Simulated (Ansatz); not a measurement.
# Be2Al (built on the sites of a database entry of Be2B): a soft mode frozen in

Aim: this structure of Be2Al (built on the sites of a database entry of Be2B) is to be tested for unstable modes, and one is followed downhill.

Calculated with Ansatz 0.2.0; DFT PBEsol, scalar-relativistic, plane waves, PAW.

The structure was built from a prototype and need not be the compound's stable phase.

### Step 1. Starting point

Symmetry: Fm-3m, No. 225, cubic system. Conventional cell: a = 5.450 Å, b = 5.450 Å, c = 5.450 Å, α = 90.00°, β = 90.00°, γ = 90.00°. Nearest to Be lie 4 Al at 2.36 Å. Nearest to Al lie 8 Be at 2.36 Å. Farther neighbours are not listed.

Structure file:

```cif
data_structure
_symmetry_space_group_name_H-M 'P 1'
_symmetry_Int_Tables_number 1
_cell_length_a 3.8540
_cell_length_b 3.8540
_cell_length_c 3.8540
_cell_angle_alpha 60.000
_cell_angle_beta 60.000
_cell_angle_gamma 60.000
_cell_volume 40.48
loop_
_atom_site_label
_atom_site_type_symbol
_atom_site_fract_x
_atom_site_fract_y
_atom_site_fract_z
_atom_site_occupancy
Be1 Be 0.25000 0.25000 0.25000 1
Be2 Be 0.75000 0.75000 0.75000 1
Al3 Al 0.00000 0.00000 0.00000 1
```

### Step 2. The dispersion

The cell comes from relaxations at this level that are not shown. Stability and thermal properties need the whole zone. Linear response on a 4×4×4 q mesh gives force constants as far as a supercell of that size would.

Input file input.yaml:

```yaml
crystal:
  lattice:
    - [0.0, 2.72517104, 2.72517104]
    - [2.72517104, 0.0, 2.72517104]
    - [2.72517104, 2.72517104, 0.0]
  atoms:
    - { symbol: Be, position: [0.25, 0.25, 0.25] }
    - { symbol: Be, position: [0.75, 0.75, 0.75] }
    - { symbol: Al, position: [0.0, 0.0, 0.0] }
kpoints:
  mp_grid: { grid: [12, 12, 12] }
hamiltonian:
  xc: pbesol
scf:
  occupations: { method: methfessel_paxton, width: 0.15 }
output:
  eigenvalues: true
phonons:
  method: dfpt
  qmesh: [4, 4, 4]
  temperatures: { t_max: 1000, t_step: 50 }
  qpath:
    path:
      - [[0.0, 0.0, 0.0], [0.5, 0.0, 0.5], [0.625, 0.25, 0.625]]
      - [[0.375, 0.375, 0.75], [0.0, 0.0, 0.0], [0.5, 0.5, 0.5], [0.5, 0.25, 0.75], [0.5, 0.0, 0.5]]
    npoints: 10
```

On the command line:

```bash
ansatz run input.yaml --threads 4 --pin off --max-ram 7168MiB --backend cpu --events-out ev --progress --plain --runs-dir out
```

Numbers of over 12 decimals in the logs are rounded to 6 here.

What it wrote:

```text
Engine: ansatz 0.2.0, aarch64-unknown-linux-gnu
Pseudopotentials: kind: paw
Pseudopotential: Be, paw, valence charge 2, recommended cutoff 420 eV (normal), Be.paw.azcp
Pseudopotential: Al, paw, valence charge 3, recommended cutoff 420 eV (normal), Al.paw.azcp
Functional definition: PBEsol
  exchange = pbesol_x
  correlation = pbesol_c
Crystal: 3 atoms, lattice volume = 40.477 Å³
Basis set: ecut = 420 eV, 749 PW (Γ), exchange–correlation on 54×54×54 points (8 copies of the dense FFT grid, shifted against one another)
Bands: 8, of which v1, the nominal top of the filled ones, is band 4 counted from 1 (3 counted from 0)
Symmetry: 48 space group operations
k-points: 72 of 1728
Non-local potential: Be, projectors of the file, l = 0: 2, l = 1: 2, l = 2: 1
Non-local potential: Al, projectors of the file, l = 0: 2, l = 1: 2, l = 2: 1
PAW form: soft (Blöchl's): semilocal exchange-correlation on the pseudo side does not see the compensation charge
PAW frozen core: Be, regenerated for the run's functional, and the local potential with it (the file was generated under x = pbe(κ = 0.804, μ = 0.219515), c = pbe(β = 0.066725))
PAW frozen core: Al, regenerated for the run's functional, and the local potential with it (the file was generated under x = pbe(κ = 0.804, μ = 0.219515), c = pbe(β = 0.066725))
PAW one-centre angular grid: Be, 110 points (default); XC on 64 Gauss nodes
PAW one-centre angular grid: Al, 110 points (default); XC on 64 Gauss nodes
Initial density: superposition of atomic densities (neutral atoms: chi_scale 0, normalization atom), corrected by the library's trained network
Initial wavefunctions: pseudopotential atomic-orbital guess
Functional: x = pbesol(κ = 0.804, μ = 0.123457), c = pbesol(β = 0.046)
SCF iter   1: F=—  HF=-703.452480 eV  |F-HF|=—  |Δ(HF+E_count)|=         —  Δρ=2.22e-3  dr2=3.03e-3  ethr=1.77e-3  ⟨swp⟩=5.1  Hψ=4685  notcnv=0
preconditioner: auto → none  [metal: Δε(μ)=0.056 eV  Ē_g=8.113 eV  σ=0.150 eV  W_gap=0.31  n_scr=8 (ndim 8)  ℏωp=15.4 eV  f_vac=0.000  D(μ)=0.92/eV (n_scr^D=8)  sad-step TF]
SCF iter   2: F=—  HF=-703.452015 eV  |F-HF|=—  |Δ(HF+E_count)|=   4.66e-4  S|Δr|=    0.00e0  Δρ=1.46e-3  dr2=1.39e-3  ethr=4.33e-5  ⟨swp⟩=1.0  Hψ=1154  notcnv=0
SCF iter   3: F=—  HF=-703.451741 eV  |F-HF|=—  |Δ(HF+E_count)|=   2.74e-4  S|Δr|=    0.00e0  Δρ=9.37e-5  dr2=3.52e-6  ethr=1.98e-5  ⟨swp⟩=2.0  Hψ=794  notcnv=0
SCF iter   4: F=—  HF=-703.451742 eV  |F-HF|=—  |Δ(HF+E_count)|=   1.60e-6  S|Δr|=    0.00e0  Δρ=1.77e-5  dr2=8.05e-8  ethr=5.03e-8  ⟨swp⟩=2.2  Hψ=798  notcnv=0
SCF iter   5: F=—  HF=-703.451742 eV  |F-HF|=—  |Δ(HF+E_count)|=   1.10e-7  S|Δr|=    0.00e0  Δρ=1.21e-6  dr2=5.07e-10  ethr=1.15e-9  ⟨swp⟩=2.3  Hψ=781  notcnv=0
SCF iter   6: F=-703.451742 eV  HF=-703.451742 eV  |F-HF|=5.34e-12  |Δ(HF+E_count)|=  3.37e-10  S|Δr|=    0.00e0  Δρ=1.29e-7  dr2=4.12e-12  ethr=1.00e-12  ⟨swp⟩=5.0  Hψ=2620  notcnv=0
SCF 1 converged in 6 iterations: F = -703.451742 eV  dr2 = 4.12e-12
  greatest PAW one-centre occupation: 0.466 electrons in one spin orbital (limit 2), on the Al atom at site 2 (counted from 0), in its partial waves of l = 0
phonons: the bands overlap, so this run is a metal and interpolates without the dipole-dipole term. If the crystal is really an insulator or semiconductor, its LO-TO splitting is missing
NSCF: frozen V_eff on 72 k-points
WARN: eigensolver did not converge in 8 slots of this pass, the one above among them; of largest residual over every band (k=15): 1 band(s) unlocked (lowest unlocked band 7, counted from 0; max residual 1.32e-2 eV among the unlocked bands, 1.32e-2 eV over every band); of lowest unlocked band (k=1): band 7
NSCF: frozen V_eff on 163 k-points
DFPT response loops at q = (0, 0, 0) (fractional): preconditioner auto → Kerker (q_TF=auto, 2.036 Å⁻¹) (partly filled bands, converged f_vac=0.000); β = 1.00, the filter's whole step (`scf.mixing.beta` (0.50) is not read by the response loops under this deck's `scf.mixing.preconditioner`; to damp them name `kerker` or `kerker_dos`, under which they read `scf.mixing.beta`, and type it under 1.00, their step now; both keys bind the ground state too); Broyden in place of MSR1
NSCF: frozen V_eff on 1872 k-points
DFPT response loops at q = (0, 0, 0.25) (fractional): mixed as the last ones told, above
NSCF: frozen V_eff on 952 k-points
DFPT response loops at q = (0, 0, -0.5) (fractional): mixed as the last ones told, above
NSCF: frozen V_eff on 1020 k-points
DFPT response loops at q = (0, 0.25, 0.25) (fractional): mixed as the last ones told, above
NSCF: frozen V_eff on 3456 k-points
DFPT response loops at q = (0, 0.25, -0.5) (fractional): mixed as the last ones told, above
NSCF: frozen V_eff on 1872 k-points
DFPT response loops at q = (0, 0.25, -0.25) (fractional): mixed as the last ones told, above
NSCF: frozen V_eff on 560 k-points
DFPT response loops at q = (0, -0.5, -0.5) (fractional): mixed as the last ones told, above
NSCF: frozen V_eff on 1020 k-points
DFPT response loops at q = (0.25, -0.5, -0.25) (fractional): mixed as the last ones told, above
SCF converged after 6 iterations
Stability not checked: this state was not tested for a lower state beside it, because cold or Methfessel-Paxton smearing, or corrected tetrahedra, fill the levels in a way that the test cannot read (fill_not_monotonic; see scf.lower_state_search)
Free energy (F): -703.451742 eV
Harris-Foulkes:  -703.451742 eV  (|F-HF|=5.34e-12)
Internal energy: -703.451450 eV  (E = F + TS)
E sigma→0 (E₀):  -703.451669 eV
Entropy (-TS):   -0.000293 eV (-0.098 meV/atom)
Fermi energy:    5.104935 eV
--- Per-component energies (eV) ---
  E_band       = 10.281181
  E_kinetic    = 58.991731
  E_local      = 0.208088  (includes V_loc(G=0)·N_el)
  E_nonlocal   = 20.448394
  E_hartree    = 2.282711
  E_xc         = -75.938413
  E_vxc        = -67.246869  (∫ρ·V_xc dr)
  E_paw        = -569.580573  (= ΣΔE_a)
  E_vpaw       = -6.685582  (= ΣTr[D̂ρ^β])
  E_aug_tail   = -0.000004  (compensation charges beyond the density's cutoff)
  E_ewald      = -139.901585
  E_core_change = 0.038202  (= ΣΔE_core)
  E_smearing   = -0.000293  (= −TS)
  E_closure    = -0.000000  (closes the sum)
  Σ components = -703.451742   (vs F -703.451742, Δ=0.00e0)
--- Band table (eV; the first three rows and the last of 72) ---
  k-point 0: bands = ["-4.1887", "6.6096", "6.6096", "6.6096", "8.7765", "8.7765", "8.7765", "12.4158"]
  k-point 1: bands = ["-4.0990", "5.8688", "6.5019", "6.5019", "8.8752", "8.8752", "9.1250", "12.4828"]
  k-point 2: bands = ["-3.8306", "4.4808", "6.2863", "6.2863", "8.8935", "8.8935", "9.4583", "12.1659"]
  k-point 71: bands = ["0.0688", "1.4591", "1.4591", "1.9197", "9.3647", "9.3647", "11.5693", "11.9889"]
--- Phonons (Γ-DFPT): 2 representative perturbations + reference (Σ response iterations 6) ---
  ASR residual: 1.998e-5 → 0.000e0 eV/Å²; symmetrization residual: 5.509e-9 eV/Å²
  ASR residual per site (eV/Å²): 2.00e-5 2.00e-5 4.42e-6
  Γ frequencies (cm⁻¹): 0.00 0.00 0.00 278.96 278.96 278.96 483.56 483.56 483.56
--- Phonons (arbitrary-q DFPT): 8 irreducible q on the 4×4×4 mesh ---
  q = [0.0000, 0.0000, 0.0000] (star 1, of the zone-centre solve; hermiticity 1.19e-9, symmetrization 1.82e-15): 0.00 0.00 0.00 278.96 278.96 278.96 483.56 483.56 483.56
  q = [0.0000, 0.0000, 0.2500] (star 8, 2 solved perturbations on 936 of 1728 k-point pairs; hermiticity 9.72e-9, symmetrization 4.08e-15): -72.35 -72.35 96.77 286.49 286.49 353.15 430.25 481.86 481.86
  q = [0.0000, 0.0000, -0.5000] (star 4, 2 solved perturbations on 476 of 1728 k-point pairs; hermiticity 4.71e-9, symmetrization 3.10e-15): -112.59 -112.59 208.28 339.32 339.32 397.74 462.15 472.32 472.32
  q = [0.0000, 0.2500, 0.2500] (star 6, 4 solved perturbations in 1608 linear systems a pass and spin channel, the states on 510 of 1728 k-point pairs; hermiticity 2.39e-8, symmetrization 2.49e-15): -122.77 -122.77 171.35 327.12 327.12 360.77 413.29 478.00 478.00
  q = [0.0000, 0.2500, -0.5000] (star 24, 4 solved perturbations in 5328 linear systems a pass and spin channel, the states on 1728 of 1728 k-point pairs; hermiticity 1.14e-8, symmetrization 3.86e-15): -145.73 -109.98 192.06 355.12 366.47 402.94 451.04 468.66 475.01
  q = [0.0000, 0.2500, -0.2500] (star 12, 4 solved perturbations in 2892 linear systems a pass and spin channel, the states on 936 of 1728 k-point pairs; hermiticity 1.35e-8, symmetrization 4.29e-15): -96.20 -75.98 136.98 320.72 362.14 416.00 416.69 477.28 482.13
  q = [0.0000, -0.5000, -0.5000] (star 3, 4 solved perturbations in 886 linear systems a pass and spin channel, the states on 280 of 1728 k-point pairs; hermiticity 1.65e-8, symmetrization 1.64e-15): -173.05 -173.05 254.56 288.01 398.12 398.12 451.24 451.24 464.69
  q = [0.2500, -0.5000, -0.2500] (star 6, 4 solved perturbations in 1544 linear systems a pass and spin channel, the states on 510 of 1728 k-point pairs; hermiticity 4.46e-9, symmetrization 2.30e-15): -206.22 144.87 144.87 328.47 419.25 448.70 448.70 452.08 455.34
  sum rule: each row above includes the acoustic sum rule's correction from the zone centre's row sums; it moved no ω² by more than (0.78 cm⁻¹)²
  mesh force constants: q→R imaginary residual 4.66e-18; ASR residual 1.998e-5 → 0.000e0 eV/Å²; symmetrization residual 5.329e-15 eV/Å²
  interpolated dispersion: 62 rows × 9 modes
  density of states and harmonic sums: on the 20×20×20 q-mesh, interpolated from the force constants of a 4×4×4 supercell (no non-analytic term)
  largest difference from the sums on the solved wave vectors: F 4.68e-2 eV, S 6.13e-5 and C_V 1.59e-5 eV/K
  zero-point energy: 0.164052 eV/cell   skipped modes (ω ≤ 0): 464, of them read as no rigid motion or as one in doubt: 461 (1.753e0 modes/cell left out, lowest -206.22 cm⁻¹)   left out of the sums: 1.95e-1 of the cell's modes: C_V's classical limit lies that fraction below 3 k_B per atom; for a crystal, a wire or a layer, F and S can be off by more, and a phonons.interpolated_qmesh denser along its periods is the remedy for the sampling
```

Wall time 97 s (4 threads of Arm Neoverse V1, shared host); peak memory 1.4 GiB.

Numbers from this step:

- volume per atom: 13.49 Å³
- gap on the k-mesh: 0 eV
- sum-rule residual before enforcement: 2.00e-5 eV/Å²
- lowest frequency on the path: -206.2 cm⁻¹
- point group: m-3m
- highest frequency on the path or at a solved wavevector: 486.4 cm⁻¹
- highest optical mode at the zone centre (no LO-TO term): 483.6 cm⁻¹
- lowest optical zone-centre mode: 279.0 cm⁻¹
- lowest mode on the q mesh (acoustic modes at Γ apart): -206.2 cm⁻¹

Frequencies (cm⁻¹) solved at each irreducible wavevector; negative means imaginary. Frequencies by wavevector, by row:

| q in reciprocal lattice units | star | mode 1 | mode 2 | mode 3 | mode 4 | mode 5 | mode 6 | mode 7 | mode 8 | mode 9 |
| --- | --- | --- | --- | --- | --- | --- | --- | --- | --- | --- |
| 0 0 0 | 1 | 0 | 0 | 0 | 279 | 279 | 279 | 483.6 | 483.6 | 483.6 |
| 0 0 0.25 | 8 | -72.3 | -72.3 | 96.8 | 286.5 | 286.5 | 353.1 | 430.2 | 481.9 | 481.9 |
| 0 0 -0.5 | 4 | -112.6 | -112.6 | 208.3 | 339.3 | 339.3 | 397.7 | 462.1 | 472.3 | 472.3 |
| 0 0.25 0.25 | 6 | -122.8 | -122.8 | 171.3 | 327.1 | 327.1 | 360.8 | 413.3 | 478 | 478 |
| 0 0.25 -0.5 | 24 | -145.7 | -110 | 192.1 | 355.1 | 366.5 | 402.9 | 451 | 468.7 | 475 |
| 0 0.25 -0.25 | 12 | -96.2 | -76 | 137 | 320.7 | 362.1 | 416 | 416.7 | 477.3 | 482.1 |
| 0 -0.5 -0.5 | 3 | -173.1 | -173.1 | 254.6 | 288 | 398.1 | 398.1 | 451.2 | 451.2 | 464.7 |
| 0.25 -0.5 -0.25 | 6 | -206.2 | 144.9 | 144.9 | 328.5 | 419.2 | 448.7 | 448.7 | 452.1 | 455.3 |

Interpolated from a 4×4×4 q mesh. The phonon branches at the labelled points (cm⁻¹):

| point | branch 1 | branch 2 | branch 3 | branch 4 | branch 5 | branch 6 | branch 7 | branch 8 | branch 9 |
| --- | --- | --- | --- | --- | --- | --- | --- | --- | --- |
| Γ | 0 | 0 | 0 | 279 | 279 | 279 | 484 | 484 | 484 |
| halfway | -123 | -123 | 171 | 327 | 327 | 361 | 413 | 478 | 478 |
| X | -173 | -173 | 255 | 288 | 398 | 398 | 451 | 451 | 465 |
| halfway | -172 | -169 | 270 | 280 | 393 | 419 | 450 | 455 | 464 |
| U | -154 | -146 | 236 | 317 | 378 | 448 | 450 | 462 | 464 |
| jump to K | -154 | -146 | 236 | 317 | 378 | 448 | 450 | 462 | 464 |
| halfway | -68 | -63 | 62 | 291 | 344 | 372 | 416 | 474 | 486 |
| Γ | 0 | 0 | 0 | 279 | 279 | 279 | 484 | 484 | 484 |
| halfway | -72 | -72 | 97 | 286 | 286 | 353 | 430 | 482 | 482 |
| L | -113 | -113 | 208 | 339 | 339 | 398 | 462 | 472 | 472 |
| halfway | -148 | 91 | 150 | 349 | 376 | 398 | 464 | 471 | 475 |
| W | -206 | 145 | 145 | 328 | 419 | 449 | 449 | 452 | 455 |
| halfway | -194 | -128 | 250 | 297 | 407 | 421 | 452 | 455 | 462 |
| X | -173 | -173 | 255 | 288 | 398 | 398 | 451 | 451 | 465 |

The phonon branches as a text plot (rows in cm⁻¹):

```
    472 |*************************************************  *****
    443 |   ***   ***********    ***      *** **         ********
    414 |      * *    **     ****            *         *********
    385 |       * *********     *            ************      **
    357 |      ***         ******           *     ******
    328 |    ***  **      ** **  *         *   ****     *****
    299 |  ****     *** **     ** ***    ** ***              ** *
    270 |***          ***        ***********                  ***
    241 |         ****   **                                  *
    212 |       **         *                    ***         *
    183 |      *            *                  *   **      *
    155 |                    **               *      ******
    126 |    **                              *         **
     97 |   *                  *            *         *    *
     68 |  *                    * ***    ***
     39 | *                          *  *            *
     10 |*                            **
    -19 | *                      *  **  **
    -47 |  *                     ***      **        *       *
    -76 |   *               *****           **
   -105 |    **            * **               ******         *
   -134 |      **         ***                       **        *
   -163 |        **********                           **       **
   -192 |                                               ********
         Γ           X  U|K            Γ         L        W     X
```

Symmetry leaves 8 wavevectors to solve. The lowest mode among them, the acoustic zeros apart, lies at q = (0.25, -0.5, -0.25) and is imaginary, 206.2i cm⁻¹, so the energy falls along it.

### Step 3. The mode frozen in, largest atomic shift 0 Å

The mode followed lies at q = (0, -0.5, -0.5) with frequency 173.0i cm⁻¹ and is 2-fold degenerate, one of the unstable modes though not the softest. At small amplitude the distorted cell has space group no. 11 by a symmetry search on the positions. The undistorted cell that holds it gives the zero of energy on the same k mesh.

System of this step: Be2Al (built on the sites of a database entry of Be2B). The structure is cubic, space group Fm-3m (No. 225). Conventional cell: a = 5.450 Å, b = 5.450 Å, c = 5.450 Å, α = 90.00°, β = 90.00°, γ = 90.00°. Be has 4 Al at 2.36 Å nearest. Nearest to Al lie 8 Be at 2.36 Å. Farther neighbours are not listed.

Input file input.yaml:

```yaml
crystal:
  lattice:
    - [0.0, -2.72517104, -2.72517104]
    - [0.0, 2.72517104, -2.72517104]
    - [5.45034208, 0.0, 0.0]
  atoms:
    - { symbol: Be, position: [0.0, 0.5, 0.75] }
    - { symbol: Be, position: [0.5, 0.0, 0.25] }
    - { symbol: Be, position: [0.0, 0.5, 0.25] }
    - { symbol: Be, position: [0.5, 0.0, 0.75] }
    - { symbol: Al, position: [0.5, 0.5, 0.5] }
    - { symbol: Al, position: [0.0, 0.0, 0.0] }
kpoints:
  mp_grid: { grid: [8, 8, 6] }
hamiltonian:
  xc: pbesol
scf:
  occupations: { method: methfessel_paxton, width: 0.15 }
output:
  forces: true
  stress: true
  eigenvalues: true
```

What it wrote:

```text
[...]
Crystal: 6 atoms, lattice volume = 80.955 Å³
Basis set: ecut = 420 eV, 1539 PW (Γ), exchange–correlation on 54×54×80 points (8 copies of the dense FFT grid, shifted against one another)
Bands: 13, of which v1, the nominal top of the filled ones, is band 7 counted from 1 (6 counted from 0)
Symmetry: 32 space group operations
[...]
k-points: 60 of 384
[...]
k-point 0: bands = [... 3 lower, 3.2792, 3.2792, 5.7814, 6.6088, 6.6088, 6.6126, 7.4825, 8.7741, ... 2 higher]
  k-point 1: bands = [... 3 lower, 3.4007, 3.4007, 5.8254, 6.0516, 6.0516, 6.5399, 7.6281, 8.1933, ... 2 higher]
  k-point 2: bands = [... 3 lower, 3.7624, 3.7624, 5.1479, 5.1479, 5.9517, 6.3586, 6.7919, 8.0694, ... 2 higher]
  k-point 59: bands = [... 3 lower, 1.4603, 1.4603, 1.4603, 1.9186, 1.9186, 9.3655, 9.3655, 9.3655, ... 2 higher]
[key lines of the parts left out:]
SCF converged after 5 iterations
Free energy (F): -1406.920417 eV
Fermi energy:    5.071121 eV
P = ⅓ Tr σ = -0.0892 GPa (-0.892 kbar)
```

The job ended after 1.1 s (4 threads; peak memory 0.36 GiB).

Numbers from this step:

```
pressure                         : -0.08921 GPa
energy from the undistorted cell : 0 meV/atom
```

The run ends at a pressure of -0.09 GPa.

### Step 4. The mode frozen in, largest atomic shift 0.22 Å

The atoms are moved along the unstable eigenvector, the largest shift by 0.22 Å, with the cell fixed.

input.yaml, the sections that differ from step 3:

```yaml
crystal:
  lattice:
    - [0.0, -2.72517104, -2.72517104]
    - [0.0, 2.72517104, -2.72517104]
    - [5.45034208, 0.0, 0.0]
  atoms:
    - { symbol: Be, position: [-0.0301278872, 0.5484859389, 0.75] }
    - { symbol: Be, position: [0.5301278872, -0.0484859389, 0.25] }
    - { symbol: Be, position: [-0.0301278872, 0.5484859389, 0.25] }
    - { symbol: Be, position: [0.5301278872, -0.0484859389, 0.75] }
    - { symbol: Al, position: [0.4765790044, 0.4623077132, 0.5] }
    - { symbol: Al, position: [0.0234209956, 0.0376922868, 0.0] }
# kpoints, hamiltonian, scf, output: as in step 3
```

What it wrote:

```text
[...]
Crystal: 6 atoms, lattice volume = 80.955 Å³
Basis set: ecut = 420 eV, 1539 PW (Γ), exchange–correlation on 54×54×80 points (8 copies of the dense FFT grid, shifted against one another)
Bands: 13, of which v1, the nominal top of the filled ones, is band 7 counted from 1 (6 counted from 0)
Symmetry: 4 space group operations
[...]
k-points: 136 of 384
[...]
k-point 0: bands = [... 3 lower, 3.2243, 3.5012, 5.5279, 6.4931, 6.8194, 6.9018, 6.9373, 8.4918, ... 2 higher]
  k-point 1: bands = [... 3 lower, 3.3441, 3.6229, 5.5758, 5.9497, 6.3491, 6.6996, 7.1306, 7.9727, ... 2 higher]
  k-point 2: bands = [... 3 lower, 3.7004, 3.9850, 5.0736, 5.3417, 5.8537, 6.4103, 6.6912, 7.5844, ... 2 higher]
  k-point 135: bands = [... 3 lower, 1.4503, 1.4913, 1.4913, 1.9600, 1.9600, 9.2184, 9.2184, 9.4014, ... 2 higher]
[key lines of the parts left out:]
SCF converged after 6 iterations
Free energy (F): -1407.028328 eV
Fermi energy:    5.089976 eV
P = ⅓ Tr σ = -0.2250 GPa (-2.250 kbar)
```

Wall time 2.4 s (4 threads); peak memory 0.42 GiB; 9 s of CPU time.

Numbers from this step:

| Item | Value |
| --- | --- |
| pressure | -0.2250 GPa |
| energy from the undistorted cell | -18.08 meV/atom |

The energy, extrapolated to zero smearing, is -18.08 meV/atom against the undistorted cell.

The run ends at a pressure of -0.22 GPa, with forces up to 0.45 eV/Å.

[end of part 1 of 3]

[Logs are printed without paths, hosts, clocks, repeated set-up lines and the standing remarks that a program may print on its own settings, such as how far it seeks lower states.]

[Hosts, paths, dates, database ids (printed as entryN), source tags and the programs' standing remarks are cut or masked in the printed files.]
